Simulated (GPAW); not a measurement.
**Ballistic transport through a Pb chain with an H atom on top of one atom, from relaxation to T(E)**

How well does a Pb chain with an H atom on top of one atom conduct once its atoms have relaxed, and how much do cheaper levels lose?

Program: GPAW 26.7.0. Level of theory: GPAW LCAO, PAW setups; relaxation of the junction within the symmetry of its start, lead ends held, in the first sound run; inputs show where later runs differ. Results are calculated unless marked as measured.

**1. The starting structure**

The cell holds 14 atoms: 13 Pb and 1 H. Cell: a = 9.000 Å, b = 9.000 Å, c = 37.700 Å, α = 90.0°, β = 90.0°, γ = 90.0°. Regions: left lead, 6 atoms (6 Pb); channel, 2 atoms (1 Pb and 1 H); right lead, 6 atoms (6 Pb). Vacuum lies along a and b. The structure is stacked along c, and the current runs across the ab planes.

**2. Relaxation**

Transmission follows bond lengths closely, so the atoms between the held lead ends are relaxed first, within whatever symmetry the start has.

File run.py:

```python
import json
from ase import Atoms
from ase.constraints import FixAtoms
from ase.optimize import BFGS
from gpaw import GPAW, FermiDirac

device = Atoms(
    ['Pb', 'Pb', 'Pb', 'Pb', 'Pb', 'Pb', 'Pb', 'H', 'Pb', 'Pb', 'Pb', 'Pb', 'Pb', 'Pb'],
    positions=[
        [4.50000, 4.50000, 1.45000],
        [4.50000, 4.50000, 4.35000],
        [4.50000, 4.50000, 7.25000],
        [4.50000, 4.50000, 10.15000],
        [4.50000, 4.50000, 13.05000],
        [4.50000, 4.50000, 15.95000],
        [4.50000, 4.50000, 18.85000],
        [6.09830, 4.50000, 18.85000],
        [4.50000, 4.50000, 21.75000],
        [4.50000, 4.50000, 24.65000],
        [4.50000, 4.50000, 27.55000],
        [4.50000, 4.50000, 30.45000],
        [4.50000, 4.50000, 33.35000],
        [4.50000, 4.50000, 36.25000]],
    cell=[[9.0, 0.0, 0.0], [0.0, 9.0, 0.0], [0.0, 0.0, 37.7]],
    pbc=True)

device.set_constraint(FixAtoms([0, 1, 2, 3, 4, 9, 10, 11, 12, 13]))
device.calc = GPAW(mode='lcao', basis='dzp', xc='PBE', h=0.18,
                   kpts={'size': (1, 1, 2), 'gamma': True},
                   symmetry={'tolerance': 1e-3, 'extra_ids': [1, 1, 1, 1, 1, 0, 0, 0, 0, 1, 1, 1, 1, 1]},
                   occupations=FermiDirac(0.1), maxiter=250,
                   mixer=dict(beta=0.1, nmaxold=8, weight=100.0),
                   convergence=dict(density=0.0001), txt='relax.txt')
path = []
opt = BFGS(device, maxstep=0.15)
opt.attach(lambda: path.append((device.get_potential_energy(), device.positions.tolist(), device.get_forces().tolist())))
relaxed = bool(opt.run(fmax=0.05, steps=50))
json.dump(dict(relaxed=relaxed, path=path, positions=device.positions.tolist(), moments=device.get_magnetic_moments().tolist(),
               forces=device.get_forces(apply_constraint=False).tolist()), open('result.json', 'w'))
```

Started as:

```bash
> OMP_NUM_THREADS=1 OPENBLAS_NUM_THREADS=1 python run.py
```

Log:

```text
Step          Energy          fmax
BFGS:    0      -29.147661        3.993926
BFGS:    1      -29.476849        1.884425
BFGS:    2      -29.606633        0.664188
BFGS:    3      -29.631876        0.258519
BFGS:    4      -29.636315        0.216676
BFGS:    5      -29.638892        0.231720
BFGS:    6      -29.641351        0.243928
BFGS:    7      -29.644933        0.171969
BFGS:    8      -29.646523        0.120509
BFGS:    9      -29.647460        0.133552
BFGS:   10      -29.648863        0.235620
BFGS:   11      -29.651172        0.249954
BFGS:   12      -29.710872        0.194094
BFGS:   13      -29.780957        0.149725
BFGS:   14      -29.822556        0.070495
BFGS:   15      -29.824209        0.063020
BFGS:   16      -29.825160        0.043893
```

The job ended after 11 min (1 thread of Arm Neoverse V1, shared host; peak memory 1.6 GiB).

Relaxation path:

| step | energy less that of the first step (eV) | largest force (eV/Å) |
| --- | --- | --- |
| 1 | 0.0000 | 3.9939 |
| 2 | -0.3293 | 1.8844 |
| 3 | -0.4592 | 0.6642 |
| 4 | -0.4845 | 0.2585 |
| 5 | -0.4890 | 0.2167 |
| 6 | -0.4916 | 0.2317 |
| 7 | -0.4942 | 0.2439 |
| 8 | -0.4979 | 0.1720 |
| 9 | -0.4995 | 0.1205 |
| 10 | -0.5004 | 0.1336 |
| 11 | -0.5015 | 0.2356 |
| 12 | -0.5037 | 0.2500 |
| 13 | -0.5587 | 0.1941 |
| 14 | -0.6246 | 0.1497 |
| 15 | -0.6621 | 0.0705 |
| 16 | -0.6614 | 0.0630 |
| 17 | -0.6634 | 0.0439 |

The atoms that moved most (Å):

| atom | dx | dy | dz | length |
| --- | --- | --- | --- | --- |
| Pb7 | -0.572 | 0.000 | 0.000 | 0.572 |
| Pb6 | 0.525 | 0.000 | 0.024 | 0.526 |
| Pb9 | 0.525 | 0.000 | -0.024 | 0.526 |
| H8 | -0.252 | 0.000 | 0.000 | 0.252 |

The relaxation lowered the energy of the cell by 0.663 eV (energies extrapolated to zero smearing; the optimiser's log prints free energies). The largest force left on a free atom is 0.044 eV/Å.

**3. Double-zeta polarised basis**

Localised orbitals split the wire into layers that couple to their neighbours alone, which is what the Green's function method needs; double zeta with polarisation is the usual level for numbers.

This step: GPAW LCAO, PAW setups; Landauer transmission from Green's functions with principal layers (ASE), zero bias (GPAW 26.7.0).

File run.py:

```python
import json
import numpy as np
from ase import Atoms
from ase.transport.calculators import TransportCalculator
from gpaw import GPAW, FermiDirac
from gpaw.lcao.tools import get_lcao_hamiltonian
from scipy.linalg import eigh

# The junction with lead layers at both ends, along the third cell vector
device = Atoms(
    ['Pb', 'Pb', 'Pb', 'Pb', 'Pb', 'Pb', 'Pb', 'H', 'Pb', 'Pb', 'Pb', 'Pb', 'Pb', 'Pb'],
    positions=[
        [4.50000, 4.50000, 1.45000],
        [4.50000, 4.50000, 4.35000],
        [4.50000, 4.50000, 7.25000],
        [4.50000, 4.50000, 10.15000],
        [4.50000, 4.50000, 13.05000],
        [5.02533, 4.50000, 15.97392],
        [3.92847, 4.50000, 18.85000],
        [5.84646, 4.50000, 18.85000],
        [5.02533, 4.50000, 21.72608],
        [4.50000, 4.50000, 24.65000],
        [4.50000, 4.50000, 27.55000],
        [4.50000, 4.50000, 30.45000],
        [4.50000, 4.50000, 33.35000],
        [4.50000, 4.50000, 36.25000]],
    cell=[[9.0, 0.0, 0.0], [0.0, 9.0, 0.0], [0.0, 0.0, 37.7]],
    pbc=True)

# One principal layer of the lead: the first 3 atoms of the device
lead = Atoms(
    ['Pb', 'Pb', 'Pb'],
    positions=[
        [4.50000, 4.50000, 1.45000],
        [4.50000, 4.50000, 4.35000],
        [4.50000, 4.50000, 7.25000]],
    cell=[[9.0, 0.0, 0.0], [0.0, 9.0, 0.0], [0.0, 0.0, 8.7]],
    pbc=True)

settings = dict(mode='lcao', basis='dzp', xc='PBE', h=0.2,
                occupations=FermiDirac(0.1), maxiter=250,
                mixer=dict(beta=0.1, nmaxold=8, weight=100.0),
                convergence=dict(density=0.0001))
energies = np.arange(-2, 2 + 1e-9, 0.025)
eta = 0.0001
n1, n2 = 1, 1
# k and -k transmit alike, so half of the mesh across the current serves
mesh = [(i, j) for i in range(n1) for j in range(n2) if (i, j) <= (-i % n1, -j % n2)]
weights = np.array([1 if (i, j) == (-i % n1, -j % n2) else 2 for i, j in mesh]) / (n1 * n2)

# [... helper functions left out ...]
fermi_lead = ground_state(lead, (1, 1, 13), 'lead.txt')
fermi_device = ground_state(device, (1, 1, 2), 'device.txt')
# [... loop over the mesh left out, but for ...]
        # Shift the lead onto the potential of the device's first layer
        shift = ((H[:, 0, 0] - H0[:, 0, 0]) / S0[0, 0]).real.mean()
# [...]
kT = 8.617333e-5 * 300
bias = [0.1, 0.2, 0.5, 1.0, 1.5, 2.0]
# [... integrals and printing left out ...]
```

Log:

```text
basis functions: device 304, principal layer 69
Fermi level: lead -2.5493 eV, device -2.5096 eV; lead shifted by 0.0151 eV
largest coupling past the next layer 2.76e-08 eV, largest misfit of the first layer 0.028 eV
  E-E_F (eV)   T (one spin)  [channel counts left out]
    -2.000    7.2572e-01
    -1.975    7.3877e-01
    -1.950    7.5136e-01
    -1.925    7.6355e-01
    -1.900    7.7540e-01
    -1.875    7.8694e-01
    -1.850    7.9822e-01
    -1.825    8.0926e-01
    -1.800    8.2008e-01
    -1.775    8.3069e-01
    -1.750    8.4110e-01
    -1.725    8.5132e-01
    -1.700    8.6136e-01
    -1.675    8.7120e-01
    -1.650    8.8085e-01
    -1.625    8.9031e-01
[...]
1.825    2.0239e+00
     1.850    2.0089e+00
     1.875    1.9931e+00
     1.900    1.9764e+00
     1.925    1.9590e+00
     1.950    1.9408e+00
     1.975    1.9218e+00
     2.000    1.9022e+00
conductance at 300 K: 2.1363 G0 a cell; thermopower -1.135 uV/K
current from the zero-bias T(E) at 0.1 V: 16.549 uA
current from the zero-bias T(E) at 0.2 V: 33.077 uA
current from the zero-bias T(E) at 0.5 V: 82.442 uA
current from the zero-bias T(E) at 1.0 V: 162.26 uA
current from the zero-bias T(E) at 1.5 V: 226.64 uA
current from the zero-bias T(E) at 2.0 V: 285.3 uA
```

It took 68 s on 1 thread; peak memory 1.2 GiB.

Numbers from this step:

```yaml
conductance: 2.136 G₀
largest_coupling_past_the_next_principal_layer: 2.76e-8 eV
largest_misfit_of_the_first_principal_layer: 0.02759 eV
shift_that_aligns_the_lead: 0.01512 eV
basis_functions_of_the_junction: 304
basis_functions_of_a_principal_layer: 69
transmission_at_the_fermi_level_one_spin: 2.138
```

One spin. Table of transmission, zone mean by energy, zero at the Fermi level:

energy (eV), transmission, zone mean and a bar from the least value:
```
   -2.000       0.73 #######
   -1.900       0.78 ########
   -1.800       0.82 ########
   -1.700       0.86 #########
   -1.600       0.90 ##########
   -1.500       0.93 ##########
   -1.400       0.96 ###########
   -1.300       0.99 ###########
   -1.200       1.00 ###########
   -1.175       1.00 ###########
   -1.100       0.99 ###########
   -1.000       0.95 ##########
   -0.900       0.85 #########
   -0.800       0.65 ######
   -0.700       0.25 
   -0.600       1.27 ###############
   -0.500       1.72 ######################
   -0.400       1.90 #########################
   -0.300       2.00 ##########################
   -0.200       2.06 ###########################
   -0.100       2.09 ###########################
    0.000       2.14 ############################
    0.100       2.17 ############################
    0.200       2.19 #############################
    0.300       2.21 #############################
    0.400       2.22 #############################
    0.500       2.24 ##############################
    0.600       2.25 ##############################
    0.700       2.25 ##############################
    0.800       2.26 ##############################
    0.825       2.27 ##############################
    0.900       2.25 ##############################
    1.000       2.25 ##############################
    1.100       2.24 ##############################
    1.200       2.22 #############################
    1.300       2.21 #############################
    1.400       2.18 #############################
    1.500       2.16 ############################
    1.600       2.13 ############################
    1.700       2.09 ###########################
    1.800       2.04 ###########################
    1.900       1.98 ##########################
    2.000       1.90 #########################
```

Not self-consistent under bias; the bias window is split evenly. Table of current through one cell, from the zero-bias transmission by bias:

| bias (V) | current through one cell, from the zero-bias transmission (μA) |
| --- | --- |
| 0.100 | 16.5 |
| 0.200 | 33.1 |
| 0.500 | 82.4 |
| 1.000 | 162 |
| 1.500 | 227 |
| 2.000 | 285 |

Transmission of the three most open eigenchannels against energy, zero at the Fermi level:

| energy (eV) | channel 1 | channel 2 | channel 3 |
| --- | --- | --- | --- |
| -2.000 | 0.726 | 0 | 0 |
| -1.900 | 0.775 | 0 | 0 |
| -1.800 | 0.820 | 0 | 0 |
| -1.700 | 0.861 | 0 | 0 |
| -1.600 | 0.900 | 0 | 0 |
| -1.500 | 0.934 | 0 | 0 |
| -1.400 | 0.964 | 0 | 0 |
| -1.300 | 0.987 | 0 | 0 |
| -1.200 | 0.999 | 0 | 0 |
| -1.100 | 0.992 | 0 | 0 |
| -1.000 | 0.952 | 0 | 0 |
| -0.900 | 0.852 | 0 | 0 |
| -0.800 | 0.647 | 0 | 0 |
| -0.700 | 0.254 | 2.1e-8 | 1.2e-8 |
| -0.600 | 0.674 | 0.549 | 0.0511 |
| -0.500 | 0.885 | 0.758 | 0.0771 |
| -0.400 | 0.952 | 0.846 | 0.104 |
| -0.300 | 0.956 | 0.912 | 0.128 |
| -0.200 | 0.962 | 0.948 | 0.147 |
| -0.100 | 0.981 | 0.938 | 0.171 |
| 0.000 | 0.979 | 0.974 | 0.184 |
| 0.100 | 0.985 | 0.979 | 0.201 |
| 0.200 | 0.990 | 0.981 | 0.217 |
| 0.300 | 0.994 | 0.981 | 0.232 |
| 0.400 | 0.997 | 0.982 | 0.244 |
| 0.500 | 0.998 | 0.983 | 0.255 |
| 0.600 | 0.999 | 0.984 | 0.264 |
| 0.700 | 0.998 | 0.985 | 0.271 |
| 0.800 | 0.996 | 0.987 | 0.275 |
| 0.900 | 0.992 | 0.988 | 0.273 |
| 1.000 | 0.991 | 0.988 | 0.269 |
| 1.100 | 0.994 | 0.982 | 0.262 |
| 1.200 | 0.997 | 0.976 | 0.250 |
| 1.300 | 0.998 | 0.971 | 0.236 |
| 1.400 | 0.998 | 0.966 | 0.219 |
| 1.500 | 0.992 | 0.965 | 0.205 |
| 1.600 | 0.983 | 0.960 | 0.184 |
| 1.700 | 0.965 | 0.958 | 0.165 |
| 1.800 | 0.956 | 0.935 | 0.147 |
| 1.900 | 0.955 | 0.891 | 0.130 |
| 2.000 | 0.955 | 0.833 | 0.114 |

Couplings past the next layer reach 2.8e-8 eV, small enough to drop; the matrix elements of the cell's first layer differ from the bulk lead's by up to 0.028 eV. That layer keeps its own values in the calculation, and only beyond it is the lead taken as perfect. The Fermi levels of lead and junction count from different zeros of potential, one for each periodic cell; with both set to zero, the small remaining shift is what aligns them. Without spin-orbit coupling, which is large for these atoms, channel counts and T are those of the scalar-relativistic bands. By hand: G = 2.136 × 77.48 μS = 166 μS, a resistance of 6.04 kΩ; at 0.1 V a linear junction would pass 16.6 μA, and the integral over the bias window gives 16.5 μA.

**4. GPAW, szp: basis = "szp(dzp)"**

One radial function a shell plus polarisation makes the matrices smaller; the question is what that costs.

run.py: that of step 3 with these lines changed.

```diff
@@ -39,3 +39,3 @@
 
-settings = dict(mode='lcao', basis='dzp', xc='PBE', h=0.2,
+settings = dict(mode='lcao', basis='szp(dzp)', xc='PBE', h=0.2,
                 occupations=FermiDirac(0.1), maxiter=250,
```

Log:

```text
basis functions: device 186, principal layer 42
Fermi level: lead -2.7191 eV, device -2.6718 eV; lead shifted by 0.0093 eV
largest coupling past the next layer 2.75e-08 eV, largest misfit of the first layer 0.028 eV
  E-E_F (eV)   T (one spin)  [channel counts left out]
    -2.000    7.3087e-01
    -1.975    7.4553e-01
    -1.950    7.5946e-01
    -1.925    7.7276e-01
    -1.900    7.8552e-01
    -1.875    7.9781e-01
    -1.850    8.0967e-01
    -1.825    8.2115e-01
    -1.800    8.3229e-01
    -1.775    8.4310e-01
    -1.750    8.5362e-01
    -1.725    8.6385e-01
    -1.700    8.7381e-01
    -1.675    8.8349e-01
    -1.650    8.9291e-01
    -1.625    9.0205e-01
[...]
1.825    2.0232e+00
     1.850    2.0085e+00
     1.875    1.9932e+00
     1.900    1.9771e+00
     1.925    1.9604e+00
     1.950    1.9429e+00
     1.975    1.9248e+00
     2.000    1.9060e+00
conductance at 300 K: 2.1371 G0 a cell; thermopower -1.06 uV/K
current from the zero-bias T(E) at 0.1 V: 16.556 uA
current from the zero-bias T(E) at 0.2 V: 33.098 uA
current from the zero-bias T(E) at 0.5 V: 82.485 uA
current from the zero-bias T(E) at 1.0 V: 162.27 uA
current from the zero-bias T(E) at 1.5 V: 225.45 uA
current from the zero-bias T(E) at 2.0 V: 284.32 uA
```

Run time: 50 s. Hardware: 1 thread; peak memory 1.2 GiB.

Numbers from this step:

* conductance: 2.137 G₀
* largest coupling past the next principal layer: 2.75e-8 eV
* largest misfit of the first principal layer: 0.02850 eV
* shift that aligns the lead: 0.009328 eV
* basis functions of the junction: 186
* basis functions of a principal layer: 42

One spin. Transmission, zone mean against energy, zero at the Fermi level:

energy (eV), transmission, zone mean and a bar from the least value:
```
   -2.000       0.73 ######
   -1.900       0.79 #######
   -1.800       0.83 ########
   -1.700       0.87 ########
   -1.600       0.91 #########
   -1.500       0.94 ##########
   -1.400       0.97 ##########
   -1.300       0.99 ##########
   -1.200       1.00 ##########
   -1.100       0.99 ##########
   -1.000       0.95 ##########
   -0.900       0.86 ########
   -0.800       0.68 #####
   -0.700       0.33 
   -0.600       1.28 ###############
   -0.500       1.72 ######################
   -0.400       1.90 #########################
   -0.300       2.00 ##########################
   -0.200       2.06 ###########################
   -0.100       2.10 ############################
    0.000       2.14 ############################
    0.100       2.17 #############################
    0.200       2.19 #############################
    0.300       2.21 #############################
    0.400       2.22 ##############################
    0.500       2.23 ##############################
    0.600       2.24 ##############################
    0.700       2.25 ##############################
    0.800       2.25 ##############################
    0.825       2.25 ##############################
    0.900       2.25 ##############################
    1.000       2.25 ##############################
    1.100       2.24 ##############################
    1.200       2.22 ##############################
    1.300       2.20 #############################
    1.400       2.18 #############################
    1.500       2.16 ############################
    1.600       2.13 ############################
    1.700       2.09 ###########################
    1.800       2.04 ###########################
    1.900       1.98 ##########################
    2.000       1.91 #########################
```

Not self-consistent under bias; the bias window is split evenly. Table of current through one cell, from the zero-bias transmission by bias:

| bias (V) | current through one cell, from the zero-bias transmission (μA) |
| --- | --- |
| 0.100 | 16.6 |
| 0.200 | 33.1 |
| 0.500 | 82.5 |
| 1.000 | 162 |
| 1.500 | 225 |
| 2.000 | 284 |

Transmission of the three most open eigenchannels against energy, zero at the Fermi level:

| energy (eV) | channel 1 | channel 2 | channel 3 |
| --- | --- | --- | --- |
| -2.000 | 0.731 | 0 | 0 |
| -1.800 | 0.832 | 0 | 0 |
| -1.600 | 0.911 | 0 | 0 |
| -1.400 | 0.971 | 0 | 0 |
| -1.200 | 0.999 | 0 | 0 |
| -1.000 | 0.952 | 0 | 0 |
| -0.800 | 0.678 | 0 | 0 |
| -0.600 | 0.675 | 0.557 | 0.0478 |
| -0.400 | 0.953 | 0.849 | 0.0994 |
| -0.200 | 0.966 | 0.948 | 0.145 |
| 0.000 | 0.980 | 0.977 | 0.181 |
| 0.200 | 0.991 | 0.983 | 0.213 |
| 0.400 | 0.997 | 0.985 | 0.240 |
| 0.600 | 0.999 | 0.986 | 0.260 |
| 0.800 | 0.996 | 0.989 | 0.269 |
| 1.000 | 0.992 | 0.989 | 0.265 |
| 1.200 | 0.997 | 0.979 | 0.247 |
| 1.400 | 0.998 | 0.969 | 0.216 |
| 1.600 | 0.983 | 0.963 | 0.180 |
| 1.800 | 0.961 | 0.933 | 0.143 |
| 2.000 | 0.962 | 0.834 | 0.110 |

The conductance equals that of the dzp run to 0.2 %.

**5. GPAW, sz: basis = "sz(dzp)"**

The minimal basis is the cheapest rung: no second zeta and no polarisation.

run.py: that of step 4 with these lines changed.

```diff
@@ -39,3 +39,3 @@
 
-settings = dict(mode='lcao', basis='szp(dzp)', xc='PBE', h=0.2,
+settings = dict(mode='lcao', basis='sz(dzp)', xc='PBE', h=0.2,
                 occupations=FermiDirac(0.1), maxiter=250,
```

Log:

```text
basis functions: device 118, principal layer 27
Fermi level: lead -2.6065 eV, device -2.5658 eV; lead shifted by 0.0188 eV
largest coupling past the next layer 2.77e-08 eV, largest misfit of the first layer 0.023 eV
  E-E_F (eV)   T (one spin)  [channel counts left out]
    -2.000    7.5547e-01
    -1.975    7.6827e-01
    -1.950    7.8055e-01
[...]
1.975    1.9328e+00
     2.000    1.9137e+00
conductance at 300 K: 2.1285 G0 a cell; thermopower -0.9671 uV/K
current from the zero-bias T(E) at 0.1 V: 16.489 uA
current from the zero-bias T(E) at 0.2 V: 32.966 uA
current from the zero-bias T(E) at 0.5 V: 82.176 uA
current from the zero-bias T(E) at 1.0 V: 162.18 uA
current from the zero-bias T(E) at 1.5 V: 229.34 uA
current from the zero-bias T(E) at 2.0 V: 287.12 uA
```

It took 33 s on 1 thread; peak memory 1.1 GiB.

This step gave:

```yaml
conductance: 2.129 G₀
largest_coupling_past_the_next_principal_layer: 2.77e-8 eV
largest_misfit_of_the_first_principal_layer: 0.02303 eV
shift_that_aligns_the_lead: 0.01881 eV
basis_functions_of_the_junction: 118
basis_functions_of_a_principal_layer: 27
transmission_at_the_fermi_level_one_spin: 2.129
```

The conductance, 2.13 G₀, lies 0.4 % below that of the dzp run.

(Part 1 of 2 ends here.)

[Logs are printed without paths, hosts, clocks, repeated set-up lines and the standing remarks that a program may print on its own settings, such as how far it seeks lower states.]

[Hosts, paths, dates, database ids (printed as entryN), source tags and the programs' standing remarks are cut or masked in the printed files.]
